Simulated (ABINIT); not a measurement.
# Completion of the band sum in GW: Cs2InAgCl6 (Fm-3m)

Wanted: gap and time of Cs2InAgCl6 (Fm-3m) with truncated and completed band sums.

Calculated with ABINIT 10.8.3; PBEsol and many-body steps on it, plane waves.

The raw output is cut from this account; settings, times and results stay.

## (1) The structure

Symmetry: Fm-3m, No. 225, cubic system. The conventional cell has a = 10.469 Å, b = 10.469 Å, c = 10.469 Å, α = 90.00°, β = 90.00°, γ = 90.00°. Nearest to Cs lie 12 Cl at 3.70 Å. In has 6 Cl at 2.51 Å nearest. Ag has 6 Cl at 2.72 Å nearest. Nearest to Cl lie 1 In at 2.51 Å and 1 Ag at 2.72 Å and 4 Cs at 3.70 Å. Farther neighbours, and contacts between anions beyond the nearest, are not listed.

The cell and positions come from the Crystallography Open Database and are kept as given unless a step says otherwise.

## (2) Empty states on the mesh, 2×2×2 mesh, 288 bands

This step: ABINIT 10.8.3; DFT, PBEsol, plane waves, norm-conserving pseudopotentials.

The sums over transitions need many empty states on a uniform mesh; this step solves for them.

run.abi reads:

```
acell 3*1.0 Angstrom
rprim 
  0.000000000000 5.234500000000 5.234500000000
  5.234500000000 0.000000000000 5.234500000000
  5.234500000000 5.234500000000 0.000000000000
ntypat 4
znucl 55 49 47 17
natom 10
typat 1 1 2 3 4 4 4 4 4 4
xred 
  0.250000000000 0.250000000000 0.250000000000
  0.750000000000 0.750000000000 0.750000000000
  0.000000000000 0.000000000000 0.000000000000
  0.500000000000 0.500000000000 0.500000000000
  0.760210000000 0.239790000000 0.239790000000
  0.239790000000 0.760210000000 0.239790000000
  0.239790000000 0.760210000000 0.760210000000
  0.760210000000 0.239790000000 0.760210000000
  0.239790000000 0.239790000000 0.760210000000
  0.760210000000 0.760210000000 0.239790000000
pp_dirpath "pseudos"
pseudos "Cs.upf, In.upf, Ag.upf, Cl.upf"
ecut 37
ngkpt 2 2 2
nshiftk 1
shiftk 0 0 0
kptopt 1
chksymbreak 0
iscf -2
irdden 1
istwfk *1
nband 288
nbdbuf 26
tolwfr 1e-09
nstep 60
prtvol 0
indata_prefix "in"
outdata_prefix "out"
tmpdata_prefix "tmp"
```

On the command line:

```console
> OMP_NUM_THREADS=1 mpirun -n 8 abinit run.abi > log
```

Run time: 13 min. Hardware: 8 MPI ranks of Intel Xeon Platinum 8488C (Sapphire Rapids), shared host; peak memory 1.4 GiB; 1.8 h of CPU time.

This step gave:

```yaml
gap: 1.038 eV
k_of_the_valence_top: 0, 0, 0
k_of_the_conduction_bottom: 0, 0, 0
least_direct_gap: 1.038 eV
k_points_computed: 3
lowest_point_of_the_top_converged_band_above_the_valence_top: 41.94 eV
```

On this mesh the gap is 1.038 eV.

The density comes from a self-consistent run that is not shown.

## (3) Screening, 2×2×2 mesh, 262 bands, screening to 122.5 eV

The RPA dielectric matrix is built and inverted for each q.

This step: RPA screening on PBEsol, plane waves, norm-conserving pseudopotentials.

run.abi, as its differences from that of step 2:

```diff
@@ -28,10 +28,11 @@
 chksymbreak 0
-iscf -2
-irdden 1
 istwfk *1
-nband 288
-nbdbuf 26
-tolwfr 1e-09
-nstep 60
-prtvol 0
+occopt 1
+irdwfk 1
+optdriver 3
+nband 262
+ecuteps 4.5
+inclvkb 2
+awtr 1
+symchi 1
 indata_prefix "in"
```

Elapsed: 4.4 min, on 8 MPI ranks; peak memory 9.5 GiB.

This step gave:

- ε∞ with local fields, on this mesh: 4.072
- ε∞ without local fields, on this mesh: 4.583
- plasma frequency: 21.03 eV
- plane waves in the screening matrix: 893

Local fields lower ε∞ by 11 %. On a Γ-centred mesh this coarse the value itself is usually too large, while a short band sum pulls it down.

## (4) 262 bands

The self-energy is evaluated for the states that the input lists, and the quasiparticle equation is solved.

This step: G0W0 on PBEsol, plane waves, norm-conserving pseudopotentials.

run.abi, as its differences from that of step 3:

```diff
@@ -31,8 +31,15 @@
 irdwfk 1
-optdriver 3
+optdriver 4
 nband 262
+gwcalctyp 0
+ecutsigx 37
+symsigma 1
+nkptgw 1
+kptgw 
+  0.0000000000 0.0000000000 0.0000000000
+bdgw 
+  45 48
 ecuteps 4.5
-inclvkb 2
-awtr 1
-symchi 1
+irdscr 1
+ppmodel 1
 indata_prefix "in"
```

Elapsed: 27 s, on 8 MPI ranks; peak memory 5.4 GiB; 3.5 min of CPU time.

This step gave:

* G0W0 gap on the mesh: 2.629 eV
* starting gap on the mesh: 1.038 eV
* k of the valence top: 0, 0, 0
* k of the conduction bottom: 0, 0, 0
* Z at the valence top: 0.789
* Z at the conduction bottom: 0.825
* least direct G0W0 gap on the computed points: 2.629 eV

The gap on the mesh goes from 1.04 eV to 2.63 eV, a correction of +1.59 eV.

## (5) Screening, 2×2×2 mesh, 65 bands, screening to 122.5 eV

This step: RPA screening on PBEsol, plane waves, norm-conserving pseudopotentials.

run.abi, as its differences from that of step 4:

```diff
@@ -31,15 +31,8 @@
 irdwfk 1
-optdriver 4
-nband 262
-gwcalctyp 0
-ecutsigx 37
-symsigma 1
-nkptgw 1
-kptgw 
-  0.0000000000 0.0000000000 0.0000000000
-bdgw 
-  45 48
+optdriver 3
+nband 65
 ecuteps 4.5
-irdscr 1
-ppmodel 1
+inclvkb 2
+awtr 1
+symchi 1
 indata_prefix "in"
```

Wall time 30 s (8 MPI ranks); peak memory 7.1 GiB.

Numbers from this step:

* ε∞ with local fields, on this mesh: 3.675
* ε∞ without local fields, on this mesh: 3.922
* plasma frequency: 21.03 eV
* plane waves in the screening matrix: 893

## (6) 65 bands

This step: G0W0 on PBEsol, plane waves, norm-conserving pseudopotentials.

run.abi, as its differences from that of step 5:

```diff
@@ -31,8 +31,15 @@
 irdwfk 1
-optdriver 3
+optdriver 4
 nband 65
+gwcalctyp 0
+ecutsigx 37
+symsigma 1
+nkptgw 1
+kptgw 
+  0.0000000000 0.0000000000 0.0000000000
+bdgw 
+  45 48
 ecuteps 4.5
-inclvkb 2
-awtr 1
-symchi 1
+irdscr 1
+ppmodel 1
 indata_prefix "in"
```

It took 12 s on 8 MPI ranks; peak memory 4.5 GiB; 94 s of CPU time.

Numbers from this step:

| Property | Result |
| --- | --- |
| G0W0 gap on the mesh | 3.746 eV |
| starting gap on the mesh | 1.038 eV |
| k of the valence top | 0, 0, 0 |
| k of the conduction bottom | 0, 0, 0 |
| Z at the valence top | 0.783 |
| Z at the conduction bottom | 0.836 |
| least direct G0W0 gap on the computed points | 3.746 eV |

Against G0W0 in ABINIT (2×2×2 mesh, 262 bands, screening to 122.5 eV, Godby-Needs plasmon pole), the gap moves by +1.117 eV.

## (7) Screening, 2×2×2 mesh, 65 bands, screening to 122.5 eV

This step: RPA screening on PBEsol, plane waves, norm-conserving pseudopotentials.

run.abi, as its differences from that of step 6:

```diff
@@ -31,15 +31,10 @@
 irdwfk 1
-optdriver 4
+optdriver 3
 nband 65
-gwcalctyp 0
-ecutsigx 37
-symsigma 1
-nkptgw 1
-kptgw 
-  0.0000000000 0.0000000000 0.0000000000
-bdgw 
-  45 48
 ecuteps 4.5
-irdscr 1
-ppmodel 1
+inclvkb 2
+awtr 1
+symchi 1
+gwcomp 1
+gwencomp 2
 indata_prefix "in"
```

Run time: 99 s. Hardware: 8 MPI ranks; peak memory 8.9 GiB.

Numbers from this step:

```yaml
eps_infinity_with_local_fields_on_this_mesh: 3.704
eps_infinity_without_local_fields_on_this_mesh: 3.922
plasma_frequency: 21.03 eV
plane_waves_in_the_screening_matrix: 893
```

## (8) 65 bands, completed

This step: G0W0 on PBEsol, plane waves, norm-conserving pseudopotentials.

run.abi, as its differences from that of step 7:

```diff
@@ -31,8 +31,15 @@
 irdwfk 1
-optdriver 3
+optdriver 4
 nband 65
+gwcalctyp 0
+ecutsigx 37
+symsigma 1
+nkptgw 1
+kptgw 
+  0.0000000000 0.0000000000 0.0000000000
+bdgw 
+  45 48
 ecuteps 4.5
-inclvkb 2
-awtr 1
-symchi 1
+irdscr 1
+ppmodel 1
 gwcomp 1
```

Elapsed: 14 s, on 8 MPI ranks; peak memory 4.5 GiB; 1.8 min of CPU time.

This step gave:

* G0W0 gap on the mesh: 3.288 eV
* starting gap on the mesh: 1.038 eV
* k of the valence top: 0, 0, 0
* k of the conduction bottom: 0, 0, 0
* least direct G0W0 gap on the computed points: 3.288 eV

Against G0W0 in ABINIT (2×2×2 mesh, 262 bands, screening to 122.5 eV, Godby-Needs plasmon pole), the gap moves by +0.659 eV.

## (9) Screening, 2×2×2 mesh, 122 bands, screening to 122.5 eV

This step: RPA screening on PBEsol, plane waves, norm-conserving pseudopotentials.

run.abi, as its differences from that of step 8:

```diff
@@ -31,17 +31,8 @@
 irdwfk 1
-optdriver 4
-nband 65
-gwcalctyp 0
-ecutsigx 37
-symsigma 1
-nkptgw 1
-kptgw 
-  0.0000000000 0.0000000000 0.0000000000
-bdgw 
-  45 48
+optdriver 3
+nband 122
 ecuteps 4.5
-irdscr 1
-ppmodel 1
-gwcomp 1
-gwencomp 2
+inclvkb 2
+awtr 1
+symchi 1
 indata_prefix "in"
```

The job ended after 80 s (8 MPI ranks; peak memory 8.3 GiB; 11 min of CPU time).

Numbers from this step:

| Property | Result |
| --- | --- |
| ε∞ with local fields, on this mesh | 4.014 |
| ε∞ without local fields, on this mesh | 4.521 |
| plasma frequency | 21.03 eV |
| plane waves in the screening matrix | 893 |

## (10) 122 bands

This step: G0W0 on PBEsol, plane waves, norm-conserving pseudopotentials.

run.abi, as its differences from that of step 9:

```diff
@@ -31,8 +31,15 @@
 irdwfk 1
-optdriver 3
+optdriver 4
 nband 122
+gwcalctyp 0
+ecutsigx 37
+symsigma 1
+nkptgw 1
+kptgw 
+  0.0000000000 0.0000000000 0.0000000000
+bdgw 
+  45 48
 ecuteps 4.5
-inclvkb 2
-awtr 1
-symchi 1
+irdscr 1
+ppmodel 1
 indata_prefix "in"
```

Elapsed: 14 s, on 8 MPI ranks; peak memory 4.5 GiB.

Read from the output:

```
G0W0 gap on the mesh                         : 3.022 eV
starting gap on the mesh                     : 1.038 eV
k of the valence top                         : 0, 0, 0
k of the conduction bottom                   : 0, 0, 0
least direct G0W0 gap on the computed points : 3.022 eV
```

Against G0W0 in ABINIT (2×2×2 mesh, 262 bands, screening to 122.5 eV, Godby-Needs plasmon pole), the gap moves by +0.393 eV.

## (11) Screening, 2×2×2 mesh, 122 bands, screening to 122.5 eV

This step: RPA screening on PBEsol, plane waves, norm-conserving pseudopotentials.

run.abi, as its differences from that of step 10:

```diff
@@ -31,15 +31,10 @@
 irdwfk 1
-optdriver 4
+optdriver 3
 nband 122
-gwcalctyp 0
-ecutsigx 37
-symsigma 1
-nkptgw 1
-kptgw 
-  0.0000000000 0.0000000000 0.0000000000
-bdgw 
-  45 48
 ecuteps 4.5
-irdscr 1
-ppmodel 1
+inclvkb 2
+awtr 1
+symchi 1
+gwcomp 1
+gwencomp 3
 indata_prefix "in"
```

The job ended after 2.3 min (8 MPI ranks; peak memory 9.4 GiB).

Numbers from this step:

| Quantity | Value |
| --- | --- |
| ε∞ with local fields, on this mesh | 4.031 |
| ε∞ without local fields, on this mesh | 4.521 |
| plasma frequency | 21.03 eV |
| plane waves in the screening matrix | 893 |

## (12) 122 bands, completed

This step: G0W0 on PBEsol, plane waves, norm-conserving pseudopotentials.

run.abi, as its differences from that of step 11:

```diff
@@ -31,8 +31,15 @@
 irdwfk 1
-optdriver 3
+optdriver 4
 nband 122
+gwcalctyp 0
+ecutsigx 37
+symsigma 1
+nkptgw 1
+kptgw 
+  0.0000000000 0.0000000000 0.0000000000
+bdgw 
+  45 48
 ecuteps 4.5
-inclvkb 2
-awtr 1
-symchi 1
+irdscr 1
+ppmodel 1
 gwcomp 1
```

Run time: 15 s. Hardware: 8 MPI ranks; peak memory 4.7 GiB.

Numbers from this step:

- G0W0 gap on the mesh: 2.853 eV
- starting gap on the mesh: 1.038 eV
- k of the valence top: 0, 0, 0
- k of the conduction bottom: 0, 0, 0
- least direct G0W0 gap on the computed points: 2.853 eV

Against G0W0 in ABINIT (2×2×2 mesh, 262 bands, screening to 122.5 eV, Godby-Needs plasmon pole), the gap moves by +0.224 eV.

## (13) Side by side

Times are wall times on 8 MPI ranks of Intel Xeon Platinum 8488C (Sapphire Rapids), shared host, good to a factor of about two. A run's time includes the screening step that it read.

| run | mesh | bands | screening cutoff (eV) | DFT gap (eV) | gap on the mesh (eV) | direct (eV) | ε∞ used | time |
| --- | --- | --- | --- | --- | --- | --- | --- | --- |
| 262 bands | 2×2×2 | 262 | 122.5 | 1.038 | 2.629 | 2.629 | 4.07 | 4.8 min |
| 65 bands | 2×2×2 | 65 | 122.5 | 1.038 | 3.746 | 3.746 | 3.67 | 42 s |
| 65 bands, completed | 2×2×2 | 65 | 122.5 | 1.038 | 3.288 | 3.288 | 3.70 | 1.9 min |
| 122 bands | 2×2×2 | 122 | 122.5 | 1.038 | 3.022 | 3.022 | 4.01 | 94 s |
| 122 bands, completed | 2×2×2 | 122 | 122.5 | 1.038 | 2.853 | 2.853 | 4.03 | 2.6 min |

## (14) What came out

| Quantity | Value |
| --- | --- |
| 262 bands | 2.629 eV |
| 65 bands | 3.746 eV |
| 65 bands, completed | 3.288 eV |
| 122 bands | 3.022 eV |
| 122 bands, completed | 2.853 eV |

In words: 65 bands: +1.117 eV against 262 bands. 65 bands, completed: +0.659 eV against 262 bands. 122 bands: +0.393 eV against 262 bands. 122 bands, completed: +0.224 eV against 262 bands. The row with most bands is itself short of the limit, so it is no exact reference, and agreement of a truncated run with it can be a cancellation between the edges. The screenings behind the G0W0 rows differ in their static value, so the rows are no clean test of the frequency model alone. The 2×2×2 mesh is coarse for this cell, which bears on the long-range parts of exchange and screening. The norm-conserving file of at least one element keeps a d shell over frozen s and p shells of the same row. Exchange with those shells is missing from the self-energy, an error of 0.3 to 0.9 eV in cases checked, whose sign depends on which edge lies on those atoms. A d shell, filled or nearly so, lies near the gap. One-shot GW converges very slowly in bands there, not always from below, and on a semilocal start the gap tends to come out low; starts rich in exact exchange can overshoot instead. The many-body steps are scalar-relativistic: spin-orbit coupling is not in them.

[Long decimals in the printed logs are rounded to 6 places.]

[Logs are printed without paths, hosts, clocks, repeated set-up lines and the standing remarks that a program may print on its own settings, such as how far it seeks lower states.]

[Paths, hosts, dates, memory and timing lines, banners, echoed tables and standing remarks are left out of the program output; an Ansatz launch command may be rebuilt from the run's recorded settings. Measured values are a selection of at most five: reports struck by readers or far from the other reports are left out. None is set beside runs whose start may be inverted or whose files or cutoffs have a known fault.]

[Runs of the session that timed out or met a known fault of the program may be left out.]

[Hosts, paths, dates, database ids (printed as entryN), source tags and the programs' standing remarks are cut or masked in the printed files.]

[G0W0 gaps are taken among the corrected bands and points alone; a level outside them can change the order at an edge.]

[Where Ansatz stands beside ABINIT at settings called matched, ABINIT's density can come from a denser mesh and the files from another edition; pairs whose starting gaps differed by over 0.03 eV were left out, so agreement reads better than it is.]
